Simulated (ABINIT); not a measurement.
# KBr (Fm-3m): how ε∞ follows the gap

The empty bands of KBr (Fm-3m) are shifted up rigidly by Δ, and ε∞ is computed for each shift.

Cell: a, b, c = 4.667, 4.667, 4.667 Å (primitive vectors), 2 atoms.

Method: ABINIT 10.8.3, PBE, independent particles, k-mesh 9×9×9, Lorentzian half width 0.04 eV.

Launch of the response step: `optic optic.abi`. The series took 50 s in all, its band step included, on 4 threads of Arm Neoverse V2, on a shared host.

```
Δ (eV)     ε∞
  0.00  2.815
  0.40  2.738
  0.80  2.667
  1.20  2.603
  1.60  2.544
  2.00      ?
```

With one effective transition at E₀ and fixed dipole strength, ε∞ − 1 = A/(E₀ + Δ), so 1/(ε∞ − 1) is linear in Δ.

Working, on the rows shown:

| x = Δ (eV) | y = 1/(ε∞ − 1) |
| --- | --- |
| 0 | 0.550964 |
| 0.4 | 0.575374 |
| 0.8 | 0.59988 |
| 1.2 | 0.62383 |
| 1.6 | 0.647668 |

Means: x̄ = 0.8, ȳ = 0.59954. Σ(x − x̄)(y − ȳ) = 0.09675, Σ(x − x̄)² = 1.6. Slope = 0.09675 / 1.6 = 0.06047; intercept = ȳ − slope · x̄ = 0.55117. Turned back into ε∞, the line misses the rows shown by at most 0.00094.

Q: What does the fit predict for the withheld row, and how well does it do?

A: At x = 2 the line gives y = 0.6721, that is 2.488. The run gave 2.489, so the extrapolation is off by 0.0011, 0.3 % of the range in the table.

Refitted with all rows, the slope is 0.06028 and the intercept 0.55127. These give E₀ = intercept/slope = 9.1 eV, far above the least direct gap of 4.44 eV: most of the screening comes from transitions well over the edge. Over the first step ε∞ falls by 7 % per eV. Excitons are left out and so are local fields; PBE gaps are as a rule too small. The values come from a sum over the points of one k-mesh and carry its error, which grows as the direct gap shrinks. Spin-orbit coupling is left out.

[Logs are printed without paths, hosts, clocks, repeated set-up lines and the standing remarks that a program may print on its own settings, such as how far it seeks lower states.]
